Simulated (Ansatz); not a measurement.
# Ca2Cu2Rh, from a guessed structure to a relaxed one, part 2 of 2

This structure for Ca2Cu2Rh is made up. Its elements were placed in a known structure type with a cell scaled to their sizes. What cell does the guess relax to, and how far off was it?

Ansatz 0.2.0; DFT, PBE, plane-wave PAW, files of the set soft_1, scalar-relativistic, ferromagnetic start, cell and ions relaxed at zero pressure; PAW set soft_1 (the session's first sound run).

So far: The starting structure; Relaxing cell and atoms. The relaxed cell has a, b, c = 4.491, 5.031, 8.866 Å (conventional setting).

### Step 3. Electronic structure of the relaxed cell

A second self-consistent run takes a narrower smearing and the mesh shown in its input; the bands follow along the standard path of the relaxed lattice.

This step: DFT, PBE, plane-wave PAW, files of the set soft_1, scalar-relativistic, no spin, bands and density of states at the relaxed cell; PAW set soft_1 (Ansatz 0.2.0).

The input, input.yaml:

```yaml
crystal:
  lattice:
    - [-2.2454744764, 2.5157462932, 4.4331747913]
    - [2.2454744764, -2.5157462932, 4.4331747913]
    - [2.2454744764, 2.5157462932, -4.4331747913]
  atoms:
    - { symbol: Rh, position: [0.0, 0.0, 0.0] }
    - { symbol: Cu, position: [0.2518836305, 0.5, 0.7518836305] }
    - { symbol: Cu, position: [0.7481163695, 0.5, 0.2481163695] }
    - { symbol: Ca, position: [0.6923078323, 0.1923078323, 0.5] }
    - { symbol: Ca, position: [0.3076921677, 0.8076921677, 0.5] }
kpoints:
  mp_grid: { grid: [10, 10, 10] }
  band_path:
    path:
      - [[0.0, 0.0, 0.0], [-0.31413964, 0.31413964, 0.31413964], [-0.14464856, 0.14464856, 0.48363073], [0.0, 0.0, 0.5], [0.25, 0.25, 0.25], [0.0, 0.5, 0.0], [0.31413964, 0.68586036, -0.31413964], [0.5, 0.5, -0.5], [0.0, 0.0, 0.0], [0.33050892, -0.33050892, 0.33050892], [0.5, 0.0, 0.0], [0.25, 0.25, 0.25]]
      - [[0.14464856, -0.14464856, 0.51636927], [0.33050892, -0.33050892, 0.33050892]]
      - [[0.66949108, 0.33050892, -0.33050892], [0.5, 0.5, -0.5]]
    npoints: 6
scf:
  occupations: { method: fermi_dirac, width: 0.03 }
  n_extra_bands: 9
hamiltonian:
  xc: pbe
  pseudopotentials: { kind: paw, azcp: { folder: soft_1 } }
output:
  forces: true
  stress: true
  write_bands: true
  dos: { projected: true }
  write_density: true
  write_potential: true
  elf: true
  volumetric_format: npy
```

Started as:

```
$ ansatz run input.yaml --threads 4 --pin off --max-ram 8192MiB --backend cpu --events-out ev --progress --plain --runs-dir out
```

Numbers of over 12 decimals in the logs are rounded to 6 here.

The log of the run:

```text
[...]
Crystal: 5 atoms, lattice volume = 100.173 Å³
Basis set: ecut = 420 eV, 1981 PW (Γ), exchange–correlation on 80×80×80 points (8 copies of the dense FFT grid, shifted against one another)
Bands: 47, of which v1, the nominal top of the filled ones, is band 38 counted from 1 (37 counted from 0)
Symmetry: 8 space group operations
[...]
k-points: 171 of 1000
[...]
SCF iter   1: F=—  HF=-23309.580698 eV  |F-HF|=—  |Δ(HF+E_count)|=         —  Δρ=5.69e-1  dr2=3.78e2  ethr=3.10e-3  ⟨swp⟩=10.1  Hψ=39977  notcnv=0
[...]
SCF iter  12: F=-23288.309522 eV  HF=-23288.309522 eV  |F-HF|=5.89e-10  |Δ(HF+E_count)|=   2.16e-8  Δρ=2.13e-6  dr2=5.43e-9  ethr=1.33e-10  ⟨swp⟩=14.0  Hψ=51620  notcnv=0
SCF 1 converged in 12 iterations: F = -23288.309522 eV  dr2 = 5.43e-9
[...]
NSCF: frozen V_eff on 81 k-points
SCF converged after 12 iterations
Free energy (F): -23288.309522 eV
[...]
Internal energy: -23288.303445 eV  (E = F + TS)
E sigma→0 (E₀):  -23288.306483 eV
Entropy (-TS):   -0.006077 eV (-1.215 meV/atom)
Fermi energy:    11.109431 eV
[...]
--- Forces (eV/Å), atoms counted from 1 ---
  atom   1  Rh     0.00000000     0.00000000    -0.00000000
  atom   2  Cu     0.00000000     0.01676268    -0.00000000
  atom   3  Cu     0.00000000    -0.01676268     0.00000000
  atom   4  Ca     0.00000000     0.00000000    -0.00200101
  atom   5  Ca     0.00000000    -0.00000000     0.00200101
  max |Σ_I F_I| component: 3.47e-18 eV/Å
--- Stress (GPa, compression-positive) ---
       -0.026780      -0.000000       0.000000
       -0.000000       0.105370       0.000000
        0.000000       0.000000      -0.075263
  P = ⅓ Tr σ = 0.0011 GPa (0.011 kbar)
--- Band table (eV; the first three rows and the last of 171) ---
  k-point 0: bands = [... 34 lower, 9.7391, 10.1661, 11.4060, 11.5421, 11.7535, 12.1471, 12.2768, 13.5408, ... 5 higher]
  k-point 1: bands = [... 34 lower, 9.7340, 10.0680, 10.9924, 11.4933, 11.5621, 12.1726, 13.0143, 13.5724, ... 5 higher]
  k-point 2: bands = [... 34 lower, 9.7334, 9.9048, 10.4244, 11.2447, 11.7297, 12.3946, 13.3526, 13.4368, ... 5 higher]
  k-point 170: bands = [... 34 lower, 9.5257, 9.7459, 10.1962, 11.2934, 12.2714, 12.4346, 13.6942, 13.9404, ... 5 higher]
```

Elapsed: 16 s, on 4 threads of Arm Neoverse V2, shared host; peak memory 0.83 GiB.

Numbers from this step:

```
free energy             : -23288.3095 eV
energy at zero smearing : -23288.3065 eV
smearing term TS        : 0.006077 eV
Fermi energy            : 11.11 eV
pressure                : 0.001109 GPa
```

bands.tsv at the labelled points (eV, zero at the Fermi level; the bands that come nearest the Fermi level along the path):

```tsv
point	band 35	band 36	band 37	band 38	band 39	band 40	band 41	band 42
Γ	-1.37	-0.94	0.30	0.43	0.64	1.04	1.17	2.43
X	-1.21	-0.91	-0.89	-0.34	0.61	1.57	1.64	2.32
L	-1.44	-1.28	-0.66	-0.22	0.14	1.44	1.71	2.56
T	-1.43	-1.25	-0.31	0.00	0.31	0.63	1.85	2.41
W	-1.55	-1.27	-0.31	-0.25	0.28	1.29	1.55	2.16
R	-1.14	-0.80	-0.77	0.54	0.80	1.36	1.73	1.74
X1	-1.21	-0.91	-0.89	-0.34	0.61	1.57	1.64	2.32
Z	-1.58	-1.36	-0.91	0.18	1.16	1.33	2.58	2.83
Γ	-1.37	-0.94	0.30	0.43	0.64	1.04	1.17	2.43
Y	-1.39	-0.96	-0.92	-0.89	1.63	1.98	2.17	2.71
S	-1.35	-1.20	-0.93	0.65	0.81	1.37	1.98	2.93
W	-1.55	-1.27	-0.31	-0.25	0.28	1.29	1.55	2.16
L1	-1.44	-1.28	-0.66	-0.22	0.14	1.44	1.71	2.56
Y	-1.39	-0.96	-0.92	-0.89	1.63	1.98	2.17	2.71
Y1	-1.39	-0.96	-0.92	-0.89	1.63	1.98	2.17	2.71
Z	-1.58	-1.36	-0.91	0.18	1.16	1.33	2.58	2.83
```

Counts of states for the cell as run, both spins, by energy window (eV from the Fermi level):

```
from  to  total
  -8  -7   0.00
  -7  -6   0.10
  -6  -5   0.90
  -5  -4   1.02
  -4  -3  10.59
  -3  -2  11.44
  -2  -1   8.06
  -1   0   2.87
   0   1   3.03
   1   2   3.23
   2   3   4.69
   3   4   2.68
```

A further 40.0 states lie below the table's range.

Valence density in the bc plane of the conventional cell at fractional x = 0.000, with atoms of Rh and Cu and Ca within 0.2 Å of it. It is the smooth field of the valence electrons, not physical close to the nuclei.

Ten steps, logarithmic in the rise over the least value, from '_' (0 e/Å³) to '@' (53 e/Å³), each cell a mean:
```
**++--..______________..==**
==--..________________..::==
....______..::--::______....
__________--==++==..________
________..--++++==::________
__________::====--..________
__________..::::..__________
____________________________
____________________________
____..::..________..::..____
__..==**++::____..==**++::__
__::##@@%%==..__::**@@%%==..
__::**%%##--..__::**%%##--..
__..::==--..____..::==--..__
______..____________..______
____________________________
____________....____________
__________..----::..________
________..--++++==::________
________..--++++==::________
__________::====--..________
--::..______......______..::
++==::________________..--++
##++--..______________..==**
```
Columns run along b (5.0 Å), rows up along c (8.9 Å), edges of the conventional cell, whose origin can differ from the input's. Atoms in or near the plane, at fractional coordinates: Rh at (0.00, 0.00), Cu at (0.75, 0.50), Cu at (0.25, 0.50), Ca at (0.50, 0.19), Ca at (0.50, 0.81).

Electrostatic potential energy in the bc plane of the conventional cell at fractional x = 0.000, with atoms of Rh and Cu and Ca within 0.2 Å of it. With pseudopotentials it is smooth inside the atoms' cores, unlike the true potential.

Ten even steps from '0' (-62 eV) to '9' (14 eV), each cell a mean:
```
01699999999830
35899988899964
88999765689998
99998511379999
99998400268999
99998621479999
99999866789999
99999988999999
99999999999999
99877999987799
98423699842369
96200489720048
97201599730158
98645899864579
99988999998899
99999999999999
99999888899999
99998754689999
99998510379999
99998400268999
99998632579999
67999877899986
13799999999852
01599999999730
```
Columns run along b (5.0 Å; values clipped at the 3rd and 97th percentile), rows up along c (8.9 Å), edges of the conventional cell, whose origin can differ from the input's. Atoms in or near the plane, at fractional coordinates: Rh at (0.00, 0.00), Cu at (0.75, 0.50), Cu at (0.25, 0.50), Ca at (0.50, 0.19), Ca at (0.50, 0.81).

ELF in the bc plane of the conventional cell at fractional x = 0.000, with atoms of Rh and Cu and Ca within 0.2 Å of it. It is the smooth field of the valence electrons, not physical close to the nuclei.

Ten even steps from '0' (0.06) to '9' (0.84), each cell a mean:
```
87432100023368
65321022102346
33311488621233
23202899950133
33204999971133
32102899950023
22100477520122
33220011001223
33222111112223
32111122211112
21121112112112
21274112127411
21143112114311
31111122111112
32211122211123
33221100012233
22210133200222
22101699830022
33103999970023
33203999971133
23211799840232
44320256411234
76422000012357
87533100123368
```
Columns run along b (5.0 Å), rows up along c (8.9 Å), edges of the conventional cell, whose origin can differ from the input's. Atoms in or near the plane, at fractional coordinates: Rh at (0.00, 0.00), Cu at (0.75, 0.50), Cu at (0.25, 0.50), Ca at (0.50, 0.19), Ca at (0.50, 0.81).

### Step 4. Results

```json
{
 "space group, relaxed": "Immm",
 "conventional cell": "a = 4.491, b = 5.031, c = 8.866 Å; α = 90.0°, β = 90.0°, γ = 90.0°",
 "volume per atom": "20.03 Å³ (guess 19.59)",
 "total moment": "0.00 μB in the cell of 5 atoms"
}
```

In words: Ca2Cu2Rh relaxes to Immm with a = 4.491, b = 5.031 and c = 8.866 Å. The guessed volume was 2 % too small. The space group Immm was held in the relaxation, so the end point is a stationary structure within it and may be a saddle against distortions or other arrangements. The moments died out from this one start and weren't seeded again at the relaxed cell. Bands cross the Fermi level, so it is a metal or semimetal at this level. The electron count is odd, which forces that without spin polarisation or a larger cell. On the 10×10×10 mesh with the narrower smearing (relaxed on 8×8×8) the largest force component is 0.017 eV/Å and the largest stress component is 0.105 GPa, against the relaxation's thresholds of 0.015 eV/Å and 0.05 GPa. The cutoff wasn't tested. No dispersion term is used, so weakly bound directions may come out too long. Nothing here tests whether the compound is stable against decomposition.

[Logs are printed without paths, hosts, clocks, repeated set-up lines and the standing remarks that a program may print on its own settings, such as how far it seeks lower states.]

[Hosts, paths, dates, database ids (printed as entryN), source tags and the programs' standing remarks are cut or masked in the printed files.]
